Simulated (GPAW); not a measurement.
## MgI2 (P-3m1): one start, several treatments of the self-energy

How much does the gap of MgI2 (P-3m1) depend on the approximation to the self-energy?

Method: PBE and many-body steps on it, plane waves, in GPAW 26.7.0.

Most raw output is cut from this account.

The database entry behind the starting cell has ideal inner coordinates that were not refined, so it need not match the best structure at ambient conditions.

## Step 1: The structure

The structure is trigonal, space group P-3m1 (No. 164). The conventional cell has a = 4.140 Å, b = 4.140 Å, c = 6.880 Å, α = 90.00°, β = 90.00°, γ = 120.00°. Nearest to Mg lie 6 I at 2.94 Å. Nearest to I lie 3 Mg at 2.94 Å. Farther neighbours and most contacts between anions are not listed.

Structure file:

```xyz
3
Lattice="4.1400 0.0000 0.0000 -2.0700 3.5853 0.0000 0.0000 0.0000 6.8800" Properties=species:S:1:pos:R:3 pbc="T T T"
Mg    0.0000    0.0000    0.0000
I     0.0000    2.3902    1.7200
I     2.0700    1.1951    5.1600
```

The cell and positions come from the Crystallography Open Database and are kept as given unless a step says otherwise. Spin-orbit coupling is left out unless a step names it.

## Step 2: Empty states on the mesh, 3×3×2 mesh, 479 bands

This step: GPAW 26.7.0; DFT, PBE, plane waves, PAW.

The sums over transitions need many empty states on a uniform mesh; this step solves for them.

Input file run.py:

```python
import json
import numpy as np
from gpaw.mpi import world
from gpaw import GPAW

calc = GPAW('gs.gpw').fixed_density(kpts={'size': (3, 3, 2), 'gamma': True},
    parallel={'domain': 1, 'band': 1},
    txt='nscf.txt')
calc.diagonalize_full_hamiltonian(nbands=479)
calc.write('full.gpw', mode='all')
res = {}
kpts = calc.get_ibz_k_points()
res['kpts'] = kpts
res['eigenvalues'] = [calc.get_eigenvalues(kpt=k) for k in range(len(kpts))]
res['n_electrons'] = calc.get_number_of_electrons()

if world.rank == 0:
    with open('result.json', 'w') as f:
        json.dump(res, f, default=lambda x: x.tolist())
```

On the command line:

```bash
$ mpirun -n 4 gpaw python run.py
```

The job ended after 24 s (4 MPI ranks of Arm Neoverse V2, shared host; peak memory 1.9 GiB; 95 s of CPU time).

Numbers from this step:

- gap: 3.655 eV
- k of the valence top: 0, 0, 0
- k of the conduction bottom: 0, 0, 0
- least direct gap: 3.655 eV
- k points computed: 6
- lowest point of the top converged band, above the valence top: 152.2651 eV

On this mesh the gap is 3.655 eV.

## Step 3: G0W0, Godby-Needs plasmon pole

G0W0 replaces the xc potential by the self-energy, built once from these orbitals. Only a window of levels is corrected, while the sums run over the empty bands that the input names.

This step: G0W0 on PBE, plane waves, PAW.

Input file run.py:

```python
import json
import numpy as np
from gpaw.mpi import world
from gpaw.response.g0w0 import G0W0

gw = G0W0('full.gpw',
    filename='gw',
    kpts=[0],
    bands=(10, 14),
    ecut=96,
    nbands=218,
    integrate_gamma='WS',
    ppa=True)
gw.calculate()
res = {mode: {k: v for k, v in r.items() if k != 'sigma_eskwn'}
       for mode, r in gw.all_results.items()}

if world.rank == 0:
    with open('result.json', 'w') as f:
        json.dump(res, f, default=lambda x: x.tolist())
```

On the command line:

```bash
$ mpirun -n 4 gpaw python run.py
```

It took 23 s on 4 MPI ranks; peak memory 1.2 GiB; 91 s of CPU time.

Numbers from this step:

```yaml
g0w0_gap_on_the_points_computed: 5.271 eV
least_direct_g0w0_gap_on_the_computed_points: 5.271 eV
z_at_the_valence_top: 0.8056
z_at_the_conduction_bottom: 0.8266
starting_gap_on_the_mesh: 3.655 eV
k_of_the_valence_top: 0, 0, 0
k_of_the_conduction_bottom: 0, 0, 0
```

The gap on the mesh goes from 3.66 eV to 5.27 eV, a correction of +1.62 eV.

## Step 4: One-shot HSE06

This step: one-shot HSE06 levels on PBE orbitals, plane waves, PAW.

Input file run.py:

```python
import json
import numpy as np
from gpaw.mpi import world
from gpaw.hybrids.eigenvalues import non_self_consistent_eigenvalues

dft, vxc, vxc_hyb = non_self_consistent_eigenvalues('full.gpw', 'HSE06', 10, 14, kpt_indices=[0])
res = {'dft': dft[0], 'hybrid': (dft - vxc + vxc_hyb)[0]}
if world.rank == 0:
    with open('hybrid.txt', 'w') as f:
        for k, e0, e1 in zip([0], res['dft'], res['hybrid']):
            print(k, ' '.join(f'{x:9.4f}' for x in e0), '|', ' '.join(f'{x:9.4f}' for x in e1), file=f)

if world.rank == 0:
    with open('result.json', 'w') as f:
        json.dump(res, f, default=lambda x: x.tolist())
```

On the command line:

```bash
$ mpirun -n 4 gpaw python run.py
```

Elapsed: 2.4 s, on 4 MPI ranks; peak memory 0.71 GiB.

This step gave:

```
starting gap on the mesh                       : 3.655 eV
hybrid gap on the mesh                         : 4.650 eV
least direct hybrid gap on the computed points : 4.650 eV
```

## Step 5: G0W0, extrapolated in the cutoff

This step: G0W0 on PBE, plane waves, PAW.

Input file run.py:

```python
import json
import numpy as np
from gpaw.mpi import world
from gpaw.response.g0w0 import G0W0

gw = G0W0('full.gpw',
    filename='gw',
    kpts=[0],
    bands=(10, 14),
    ecut=160.0,
    integrate_gamma='WS',
    ppa=True,
    ecut_extrapolation=True)
gw.calculate()
res = {mode: {k: v for k, v in r.items() if k != 'sigma_eskwn'}
       for mode, r in gw.all_results.items()}

if world.rank == 0:
    with open('result.json', 'w') as f:
        json.dump(res, f, default=lambda x: x.tolist())
```

On the command line:

```bash
$ mpirun -n 4 gpaw python run.py
```

Elapsed: 2.7 min, on 4 MPI ranks; peak memory 1.7 GiB; 11 min of CPU time.

This step gave:

- quasiparticle gap on the points computed: 5.409 eV
- least direct quasiparticle gap on the computed points: 5.409 eV
- Z at the valence top: 0.8037
- Z at the conduction bottom: 0.8254
- starting gap on the mesh: 3.655 eV
- k of the valence top: 0, 0, 0
- k of the conduction bottom: 0, 0, 0
- gaps at the cutoffs of the extrapolation: 5.332, 5.340, 5.347 eV

Against G0W0 in GPAW (3×3×2 mesh, 218 bands, screening to 96 eV, Godby-Needs plasmon pole), the gap moves by +0.137 eV.

## Step 6: One-shot Hartree-Fock

This step: one-shot Hartree-Fock levels on PBE orbitals, plane waves, PAW.

Input file run.py:

```python
import json
import numpy as np
from gpaw.mpi import world
from gpaw.hybrids.eigenvalues import non_self_consistent_eigenvalues

dft, vxc, vxc_hyb = non_self_consistent_eigenvalues('full.gpw', 'EXX', 10, 14, kpt_indices=[0])
res = {'dft': dft[0], 'hybrid': (dft - vxc + vxc_hyb)[0]}
if world.rank == 0:
    with open('hybrid.txt', 'w') as f:
        for k, e0, e1 in zip([0], res['dft'], res['hybrid']):
            print(k, ' '.join(f'{x:9.4f}' for x in e0), '|', ' '.join(f'{x:9.4f}' for x in e1), file=f)

if world.rank == 0:
    with open('result.json', 'w') as f:
        json.dump(res, f, default=lambda x: x.tolist())
```

On the command line:

```bash
$ mpirun -n 4 gpaw python run.py
```

It took 2.3 s on 4 MPI ranks; peak memory 0.77 GiB.

Numbers from this step:

```
starting gap on the mesh                       : 3.655 eV
hybrid gap on the mesh                         : 10.71 eV
least direct hybrid gap on the computed points : 10.71 eV
```

## Step 7: G0W0, full frequency, Hilbert transform

This step: G0W0 on PBE, plane waves, PAW.

Input file run.py:

```python
import json
import numpy as np
from gpaw.mpi import world
from gpaw.response.g0w0 import G0W0

gw = G0W0('full.gpw',
    filename='gw',
    kpts=[0],
    bands=(10, 14),
    ecut=96,
    nbands=218,
    integrate_gamma='WS',
    frequencies={'type': 'nonlinear', 'domega0': 0.1, 'omega2': 15.0},
    eta=0.1,
    nblocksmax=True)
gw.calculate()
res = {mode: {k: v for k, v in r.items() if k != 'sigma_eskwn'}
       for mode, r in gw.all_results.items()}

if world.rank == 0:
    with open('result.json', 'w') as f:
        json.dump(res, f, default=lambda x: x.tolist())
```

On the command line:

```bash
$ mpirun -n 4 gpaw python run.py
```

Elapsed: 1.7 min, on 4 MPI ranks; peak memory 2.1 GiB; 6.8 min of CPU time.

This step gave:

| Item | Value |
| --- | --- |
| G0W0 gap on the points computed | 5.300 eV |
| least direct G0W0 gap on the computed points | 5.300 eV |
| starting gap on the mesh | 3.655 eV |
| k of the valence top | 0, 0, 0 |
| k of the conduction bottom | 0, 0, 0 |

Against G0W0 in GPAW (3×3×2 mesh, 218 bands, screening to 96 eV, Godby-Needs plasmon pole), the gap moves by +0.028 eV.

## Step 8: Side by side

Times are wall times on 4 MPI ranks of Arm Neoverse V2, shared host, good to a factor of about two.

```
                                    run   mesh  bands  screening cutoff (eV)  DFT gap (eV)  gap on the mesh (eV)  direct (eV)     time
         G0W0, Godby-Needs plasmon pole  3×3×2    218                     96         3.655                 5.271        5.271     23 s
                         one-shot HSE06  3×3×2      -                      -         3.655                 4.650        4.650    2.4 s
       G0W0, extrapolated in the cutoff  3×3×2      -                    160         3.655                 5.409        5.409  2.7 min
                  one-shot Hartree-Fock  3×3×2      -                      -         3.655                10.707       10.707    2.3 s
G0W0, full frequency, Hilbert transform  3×3×2    218                     96         3.655                 5.300        5.300  1.7 min
```

## Step 9: What came out

| Item | Value |
| --- | --- |
| G0W0, Godby-Needs plasmon pole | 5.271 eV |
| one-shot HSE06 | 4.650 eV |
| G0W0, extrapolated in the cutoff | 5.409 eV |
| one-shot Hartree-Fock | 10.707 eV |
| G0W0, full frequency, Hilbert transform | 5.300 eV |
| known limits | not at the basis limit; no spin-orbit coupling; coarse k mesh |

In words: One-shot HSE06: −0.621 eV against G0W0, Godby-Needs plasmon pole. G0W0, extrapolated in the cutoff: +0.137 eV against G0W0, Godby-Needs plasmon pole, at other bands or cutoff, so not like for like. One-shot Hartree-Fock: +5.436 eV against G0W0, Godby-Needs plasmon pole. G0W0, full frequency, Hilbert transform: +0.028 eV against G0W0, Godby-Needs plasmon pole. Bare exchange alone opens the gap to 10.71 eV; against G0W0, correlation takes back 5.44 eV. One-shot hybrid levels are evaluated on the PBE orbitals. Bands and cutoff are finite, so the gap is not at the basis limit. The miss can reach some tenths of an eV and take either sign; the mesh is an error of its own. These stock PAW sets were not made for GW; the filled d or f shell of I lies in the frozen core, which bears on start and correction. In the G0W0 runs levels were corrected at 1 k point alone, so a gap called «on the mesh» is the least over those, and an edge elsewhere would be missed. The program warns of a poor linear fit in the extrapolation of some level, so the extrapolated values are rough. A denser mesh or path gives a starting gap of 3.51 eV: the GW mesh misses a band edge, so its gaps are not the fundamental one. The 3×3×2 mesh is coarse for this cell, which bears on the long-range parts of exchange and screening. The many-body steps are scalar-relativistic: spin-orbit coupling is not in them.

[Paths, hosts, dates, memory and timing lines, banners, echoed tables and standing remarks are left out of the program output.]

[Logs are printed without paths, hosts, clocks, repeated set-up lines and the standing remarks that a program may print on its own settings, such as how far it seeks lower states.]

[Runs of the session that timed out or met a known fault of the program may be left out.]

[Hosts, paths, dates, database ids (printed as entryN), source tags and the programs' standing remarks are cut or masked in the printed files.]
